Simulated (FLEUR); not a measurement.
# MnBe3: which magnetic order is lowest, part 2 of 2

Does MnBe3 prefer parallel or opposed moments?

FLEUR MaX-R8.1; LDA (VWN); all-electron FLAPW, Dirac cores, scalar-relativistic bands.

So far, largest spin moment in the muffin-tin sphere (μB): step 2 (run 1 (ferro +)) 0.903; step 3 (run 2 (antiferro q=(0,0,1/2) +-)) 0.820.

### Step 5. Start 4: antiferro q=(0,1/2,1/2) +-

Another pattern of signs weighs the neighbour shells otherwise.

The cell is doubled to 8 atoms to hold this order. The mesh is halved along the doubled vector, so that both cells sample the same points. The k list default-1 (kpts.xml, not shown) is a Γ-centred 8×4×8 mesh.

The input, inp.xml:

```
<?xml version="1.0" encoding="UTF-8" standalone="no"?>
<fleurInput fleurInputVersion="0.39">
   <comment>
      MnBe3
   </comment>
   <calculationSetup>
      <cutoffs Kmax="3.87" Gmax="11.6" GmaxXC="11.6" numbands="0"/>
      <scfLoop itmax="90" minDistance="0.00002" maxIterBroyd="15" imix="Anderson" alpha="0.05" precondParam="0.7" spinf="2.0" sdNocoIR="T"/>
      <coreElectrons ctail="T" frcor="F" kcrel="0" coretail_lmax="0"/>
      <xcFunctional name="vwn" relativisticCorrections="F"/>
      <magnetism jspins="2"/>
      <soc l_soc="F" theta="0.0" phi="0.0" spav="F"/>
      <expertModes spex="0" secvar="F"/>
      <geometryOptimization l_f="F" forcealpha="1.0" forcemix="BFGS" epsdisp="0.00001" epsforce="0.00001"/>
      <ldaU l_linMix="F" mixParam="0.05" spinf="1.0"/>
   </calculationSetup>
   <cell>
      <bzIntegration valenceElectrons="42.0" mode="hist" fermiSmearingEnergy="0.00110248">
         <kPointListSelection listName="default-1"/>
         <xi:include xmlns:xi="http://www.w3.org/2001/XInclude" href="kpts.xml"> </xi:include>
      </bzIntegration>
      <xi:include xmlns:xi="http://www.w3.org/2001/XInclude" href="sym.xml"> </xi:include>
      <bulkLattice scale="1.0">
         <bravaisMatrix>
            <row-1>    6.1449065826300515     0.0000000000000000     0.0000000000000000</row-1>
            <row-2>    0.0000000000000000    12.2898131652601030     0.0000000000000000</row-2>
            <row-3>    0.0000000000000000     6.1449065826300515     6.1449065826300515</row-3>
         </bravaisMatrix>
      </bulkLattice>
   </cell>
   <atomSpecies>
      <species name="Beryllium (Be)" element="Be" atomicNumber="4">
         <mtSphere radius="2.12" gridPoints="701" logIncrement="0.015"/>
         <atomicCutoffs lmax="8" lnonsphr="6"/>
         <electronConfig flipSpins="F">
            <coreConfig>(1s1/2)</coreConfig>
            <valenceConfig>(2s1/2)</valenceConfig>
         </electronConfig>
         <energyParameters s="2" p="2" d="3" f="4"/>
      </species>
      <species name="Manganese 3.501" element="Mn" atomicNumber="25">
         <mtSphere radius="2.12" gridPoints="701" logIncrement="0.017"/>
         <atomicCutoffs lmax="8" lnonsphr="6"/>
         <electronConfig flipSpins="F">
            <coreConfig>(1s1/2) (2s1/2) (2p1/2) (2p3/2)</coreConfig>
            <valenceConfig>(3s1/2) (3p1/2) (3p3/2) (4s1/2) (3d3/2) (3d5/2)</valenceConfig>
            <stateOccupation state="(3d3/2)" spinUp="1.2505" spinDown="0.7495"/>
            <stateOccupation state="(3d5/2)" spinUp="3.0" spinDown="0.0"/>
         </electronConfig>
         <energyParameters s="4" p="4" d="3" f="4"/>
         <lo type="SCLO" l="0" n="3" eDeriv="0"/>
         <lo type="SCLO" l="1" n="3" eDeriv="0"/>
      </species>
      <species name="Manganese -3.501" element="Mn" atomicNumber="25">
         <mtSphere radius="2.12" gridPoints="701" logIncrement="0.017"/>
         <atomicCutoffs lmax="8" lnonsphr="6"/>
         <electronConfig flipSpins="F">
            <coreConfig>(1s1/2) (2s1/2) (2p1/2) (2p3/2)</coreConfig>
            <valenceConfig>(3s1/2) (3p1/2) (3p3/2) (4s1/2) (3d3/2) (3d5/2)</valenceConfig>
            <stateOccupation state="(3d3/2)" spinUp="0.7495" spinDown="1.2505"/>
            <stateOccupation state="(3d5/2)" spinUp="0.0" spinDown="3.0"/>
         </electronConfig>
         <energyParameters s="4" p="4" d="3" f="4"/>
         <lo type="SCLO" l="0" n="3" eDeriv="0"/>
         <lo type="SCLO" l="1" n="3" eDeriv="0"/>
      </species>
   </atomSpecies>
   <atomGroups>
      <atomGroup species="Beryllium (Be)">
         <relPos label="                   1">.0000000000 .0000000000 1.000/2.000</relPos>
         <relPos label="                   2">.0000000000 1.000/2.000 1.000/2.000</relPos>
         <force calculate="T" relaxXYZ="TTT"/>
      </atomGroup>
      <atomGroup species="Beryllium (Be)">
         <relPos label="                   3">1.000/2.000 -1.000/4.000 1.000/2.000</relPos>
         <relPos label="                   4">1.000/2.000 1.000/4.000 1.000/2.000</relPos>
         <force calculate="T" relaxXYZ="TTT"/>
      </atomGroup>
      <atomGroup species="Beryllium (Be)">
         <relPos label="                   5">1.000/2.000 1.000/4.000 .0000000000</relPos>
         <relPos label="                   6">1.000/2.000 -1.000/4.000 .0000000000</relPos>
         <force calculate="T" relaxXYZ="TTT"/>
      </atomGroup>
      <atomGroup species="Manganese 3.501">
         <relPos label="                   7">.0000000000 .0000000000 .0000000000</relPos>
         <force calculate="T" relaxXYZ="TTT"/>
      </atomGroup>
      <atomGroup species="Manganese -3.501">
         <relPos label="                   8">.0000000000 1.000/2.000 .0000000000</relPos>
         <force calculate="T" relaxXYZ="TTT"/>
      </atomGroup>
   </atomGroups>
   <output dos="F" band="F" slice="F">
      <bandDOS minEnergy="-.5*Htr" maxEnergy="0.5*Htr" sigma="0.015" storeEVData="T"/>
      <plotting iplot="0" polar="F">
         <plot TwoD="T" vec1="  1.0  0.0  0.0" vec2="  0.0  1.0  0.0" vec3="  0.0  0.0  1.0" zero="  0.0  0.0  0.0" file="plot"/>
      </plotting>
      <moessbauerParams electricFieldGradient="F" isomerShift="F" coreHyperfine="F" valenceHyperfine="F"/>
   </output>
</fleurInput>
```

The input, crystal.txt:

```
MnBe3
&input film=F cartesian=F /
3.25174452670  0.00000000000  0.00000000000
0.00000000000  6.50348905340  0.00000000000
0.00000000000  3.25174452670  3.25174452670
1.8897261246
1.0 1.0 1.0

8
4 0.00000000000  0.00000000000  0.50000000000
4 0.00000000000  0.50000000000  0.50000000000
4 0.50000000000  0.75000000000  0.50000000000
4 0.50000000000  0.25000000000  0.50000000000
4 0.50000000000  0.25000000000  0.00000000000
4 0.50000000000  0.75000000000  0.00000000000
25 0.00000000000  0.00000000000  0.00000000000 : 3.501
25 0.00000000000  0.50000000000  0.00000000000 : -3.501

&kpt div1=8 div2=4 div3=8 gamma=T /
```

Started as:

```console
$ OMP_NUM_THREADS=1 inpgen -f crystal.txt > inpgen.log  # inp.xml is then edited as shown
$ OMP_NUM_THREADS=1 mpirun -n 4 fleur_MPI > fleur.log
```

Run time: 2.5 min. Hardware: 4 MPI ranks of Intel Xeon Platinum 8488C (Sapphire Rapids), shared host; peak memory 0.39 GiB; 10 min of CPU time.

This step gave:

| Item | Value |
| --- | --- |
| free energy | -65328.6295 eV |
| program's band gap on this mesh (in a metal only a level spacing) | 0.01418 eV |
| magnetization | 0 μB |
| final state | antiferromagnetic |
| largest moment | 0.6340 μB |

It lies 53.7 meV a seeded atom over the first start, and its largest moment is 0.634 μB against 0.903 μB.

### Step 6. Run 5 (no spin polarisation)

A spinless run gives the zero against which the gain from the moments is read.

The k list default-1 (kpts.xml, not shown) is a Γ-centred 8×8×8 mesh.

The input, inp.xml:

```
<?xml version="1.0" encoding="UTF-8" standalone="no"?>
<fleurInput fleurInputVersion="0.39">
   <comment>
      MnBe3
   </comment>
   <calculationSetup>
      <cutoffs Kmax="3.87" Gmax="11.6" GmaxXC="11.6" numbands="0"/>
      <scfLoop itmax="90" minDistance="0.00002" maxIterBroyd="15" imix="Anderson" alpha="0.05" precondParam="0.7" spinf="2.0" sdNocoIR="T"/>
      <coreElectrons ctail="T" frcor="F" kcrel="0" coretail_lmax="0"/>
      <xcFunctional name="vwn" relativisticCorrections="F"/>
      <magnetism jspins="1"/>
      <soc l_soc="F" theta="0.0" phi="0.0" spav="F"/>
      <expertModes spex="0" secvar="F"/>
      <geometryOptimization l_f="F" forcealpha="1.0" forcemix="BFGS" epsdisp="0.00001" epsforce="0.00001"/>
      <ldaU l_linMix="F" mixParam="0.05" spinf="1.0"/>
   </calculationSetup>
   <cell>
      <bzIntegration valenceElectrons="21.0" mode="hist" fermiSmearingEnergy="0.00110248">
         <kPointListSelection listName="default-1"/>
         <xi:include xmlns:xi="http://www.w3.org/2001/XInclude" href="kpts.xml"> </xi:include>
      </bzIntegration>
      <xi:include xmlns:xi="http://www.w3.org/2001/XInclude" href="sym.xml"> </xi:include>
      <bulkLattice scale="1.0">
         <bravaisMatrix>
            <row-1>    6.1449065826300515     0.0000000000000000     0.0000000000000000</row-1>
            <row-2>    0.0000000000000000     6.1449065826300515     0.0000000000000000</row-2>
            <row-3>    0.0000000000000000     0.0000000000000000     6.1449065826300515</row-3>
         </bravaisMatrix>
      </bulkLattice>
   </cell>
   <atomSpecies>
      <species name="Beryllium (Be)" element="Be" atomicNumber="4">
         <mtSphere radius="2.12" gridPoints="701" logIncrement="0.015"/>
         <atomicCutoffs lmax="8" lnonsphr="6"/>
         <electronConfig flipSpins="F">
            <coreConfig>(1s1/2)</coreConfig>
            <valenceConfig>(2s1/2)</valenceConfig>
         </electronConfig>
         <energyParameters s="2" p="2" d="3" f="4"/>
      </species>
      <species name="Manganese (Mn)" element="Mn" atomicNumber="25">
         <mtSphere radius="2.12" gridPoints="701" logIncrement="0.017"/>
         <atomicCutoffs lmax="8" lnonsphr="6"/>
         <electronConfig flipSpins="F">
            <coreConfig>(1s1/2) (2s1/2) (2p1/2) (2p3/2)</coreConfig>
            <valenceConfig>(3s1/2) (3p1/2) (3p3/2) (4s1/2) (3d3/2) (3d5/2)</valenceConfig>
            <stateOccupation state="(3d3/2)" spinUp="1.000000" spinDown="1.000000"/>
            <stateOccupation state="(3d5/2)" spinUp="1.500000" spinDown="1.500000"/>
         </electronConfig>
         <energyParameters s="4" p="4" d="3" f="4"/>
         <lo type="SCLO" l="0" n="3" eDeriv="0"/>
         <lo type="SCLO" l="1" n="3" eDeriv="0"/>
      </species>
   </atomSpecies>
   <atomGroups>
      <atomGroup species="Beryllium (Be)">
         <relPos label="                   1">.0000000000 1.000/2.000 1.000/2.000</relPos>
         <relPos label="                   2">1.000/2.000 .0000000000 1.000/2.000</relPos>
         <relPos label="                   3">1.000/2.000 1.000/2.000 .0000000000</relPos>
         <force calculate="T" relaxXYZ="TTT"/>
      </atomGroup>
      <atomGroup species="Manganese (Mn)">
         <relPos label="                   4">.0000000000 .0000000000 .0000000000</relPos>
         <force calculate="T" relaxXYZ="TTT"/>
      </atomGroup>
   </atomGroups>
   <output dos="F" band="F" slice="F">
      <bandDOS minEnergy="-.5*Htr" maxEnergy="0.5*Htr" sigma="0.015" storeEVData="T"/>
      <plotting iplot="0" polar="F">
         <plot TwoD="T" vec1="  1.0  0.0  0.0" vec2="  0.0  1.0  0.0" vec3="  0.0  0.0  1.0" zero="  0.0  0.0  0.0" file="plot"/>
      </plotting>
      <moessbauerParams electricFieldGradient="F" isomerShift="F" coreHyperfine="F" valenceHyperfine="F"/>
   </output>
</fleurInput>
```

The input, crystal.txt:

```
MnBe3
&input film=F cartesian=F /
3.25174452670  0.00000000000  0.00000000000
0.00000000000  3.25174452670  0.00000000000
0.00000000000  0.00000000000  3.25174452670
1.8897261246
1.0 1.0 1.0

4
4 0.00000000000  0.50000000000  0.50000000000
4 0.50000000000  0.00000000000  0.50000000000
4 0.50000000000  0.50000000000  0.00000000000
25 0.00000000000  0.00000000000  0.00000000000

&kpt div1=8 div2=8 div3=8 gamma=T /
```

The job ended after 5.8 s (4 MPI ranks; peak memory 0.19 GiB; 22 s of CPU time).

Numbers from this step:

- free energy: -32664.3018 eV
- program's band gap on this mesh (in a metal only a level spacing): 0.003734 eV
- final state: non-magnetic (no spin polarisation)

It lies 66.7 meV a seeded atom over the first start.

### Step 7. Ranking

Free energies are divided by the number of seeded atoms, so that cells of unlike size compare. Wavevectors q in the names are fractions of the primitive cell's reciprocal vectors.

Orders:

| start | final state | typed order kept | energy over the lowest (meV a seeded atom) | largest sphere moment (μB) | net moment (μB a primitive cell) | mesh matched | CPU time (s) |
| --- | --- | --- | --- | --- | --- | --- | --- |
| ferro + | ferromagnetic | yes | 0 | 0.9032 | 0.8238 | yes | 61.33 |
| antiferro q=(0,0,1/2) +- | antiferromagnetic | yes | 24.8 | 0.8199 | 0 | yes | 300.1 |
| antiferro q=(1/2,1/2,1/2) +- | non-magnetic | no | 66.68 | 0 | 0 | yes | 347.8 |
| antiferro q=(0,1/2,1/2) +- | antiferromagnetic | yes | 53.71 | 0.634 | 0 | yes | 606.3 |
| no spin polarisation | non-magnetic | - | 66.68 | 0 | 0 | yes | 22.24 |

### Step 8. Outcome

| Property | Result |
| --- | --- |
| lowest state found | ferromagnetic (typed ferro +) |
| largest site spin moment | 0.903 μB |
| next finished state | antiferromagnetic, 24.8 meV a seeded atom higher |
| energy gained by spin polarisation | 66.7 meV a seeded atom |

In words: The lowest state found is ferromagnetic, reached from the start ferro +, with moments up to 0.903 μB. The next finished state costs 25 meV a seeded atom. 1 start left the typed pattern (a sign turned, or a seeded moment died or shrank under 0.15 μB), so such an energy belongs to the state reached, not the one typed. Only 5 starts were tried; other patterns of signs, canted and longer-period orders were not.

[Logs and program files are shortened in this print: banners, set-up blocks, solver, clock and traceback lines can be left out without a mark of their own.]

[Logs are printed without paths, hosts, clocks, repeated set-up lines and the standing remarks that a program may print on its own settings, such as how far it seeks lower states.]

[Hosts, paths, dates, database ids (printed as entryN), source tags and the programs' standing remarks are cut or masked in the printed files.]

[Where a cell is said to come from a database of computed structures, the database is the Materials Project.]
